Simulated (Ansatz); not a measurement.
An input for Ansatz 0.2.0 (AgO (I4_1/a)):

```yaml
crystal:
  lattice:
    - [-3.4165, 3.4165, 4.561]
    - [3.4165, -3.4165, 4.561]
    - [3.4165, 3.4165, -4.561]
  atoms:
    - { symbol: Ag, position: [0.375, 0.125, 0.25] }
    - { symbol: Ag, position: [0.875, 0.125, 0.25] }
    - { symbol: Ag, position: [0.875, 0.125, 0.75] }
    - { symbol: Ag, position: [0.875, 0.625, 0.75] }
    - { symbol: Ag, position: [0.875, 0.625, 0.25] }
    - { symbol: Ag, position: [0.375, 0.625, 0.25] }
    - { symbol: Ag, position: [0.375, 0.625, 0.75] }
    - { symbol: Ag, position: [0.375, 0.125, 0.75] }
    - { symbol: O, position: [0.6008, 0.4176, 0.3428] }
    - { symbol: O, position: [0.1676, 0.3248, 0.3168] }
    - { symbol: O, position: [0.0748, 0.258, 0.6572] }
    - { symbol: O, position: [0.008, 0.8508, 0.6832] }
    - { symbol: O, position: [0.1492, 0.8324, 0.1572] }
    - { symbol: O, position: [0.5824, 0.9252, 0.1832] }
    - { symbol: O, position: [0.6752, 0.992, 0.8428] }
    - { symbol: O, position: [0.742, 0.3992, 0.8168] }
kpoints:
  mp_grid: { grid: [4, 4, 4] }
  band_path:
    path:
      - [0.0, 0.0, 0.0]
      - [0.0, 0.0, 0.5]
      - [0.25, 0.25, 0.25]
      - [0.0, 0.5, 0.0]
      - [0.5, 0.5, -0.5]
      - [0.39027579, 0.60972421, -0.39027579]
      - [-0.39027579, 0.39027579, 0.39027579]
      - [-0.28055157, 0.28055157, 0.5]
      - [0.1666666667, -0.5, -0.5]
      - [0.25, 0.25, -0.25]
    npoints: 1
hamiltonian:
  xc: hse06
scf:
  occupations: { method: fixed }
  n_extra_bands: 9
output:
  eigenvalues: true
```

```sh
ansatz run input.yaml --threads 16 --pin off --max-ram 82944MiB --backend cuda --events-out ev --progress --plain --runs-dir out --devices 1 --max-vram 78GiB
```

**Question.** Estimate wall time and host memory on 1 × NVIDIA GB200 (shared by 2 runs) with 16 threads of Arm Neoverse V2, shared host.

It took 34 s; on shared hardware allow 17 s to 69 s. Peak host memory was 2.5 GiB. The sizes that set the cost: 4147 plane waves a state, 14 irreducible k points and 20 SCF cycles.

Exact exchange couples every pair of k points and filled bands, so it costs far more than a semilocal run.

[Paths, hosts, dates, memory and timing lines, banners, echoed tables and standing remarks are left out of the program output.]

[Logs are printed without paths, hosts, clocks, repeated set-up lines and the standing remarks that a program may print on its own settings, such as how far it seeks lower states.]

[Runs of the session that timed out or met a known fault of the program may be left out.]

[Cells called generated may have been cut or substituted from an entry of the Crystallography Open Database or the Materials Project.]

[Hosts, paths, dates, database ids (printed as entryN), source tags and the programs' standing remarks are cut or masked in the printed files.]
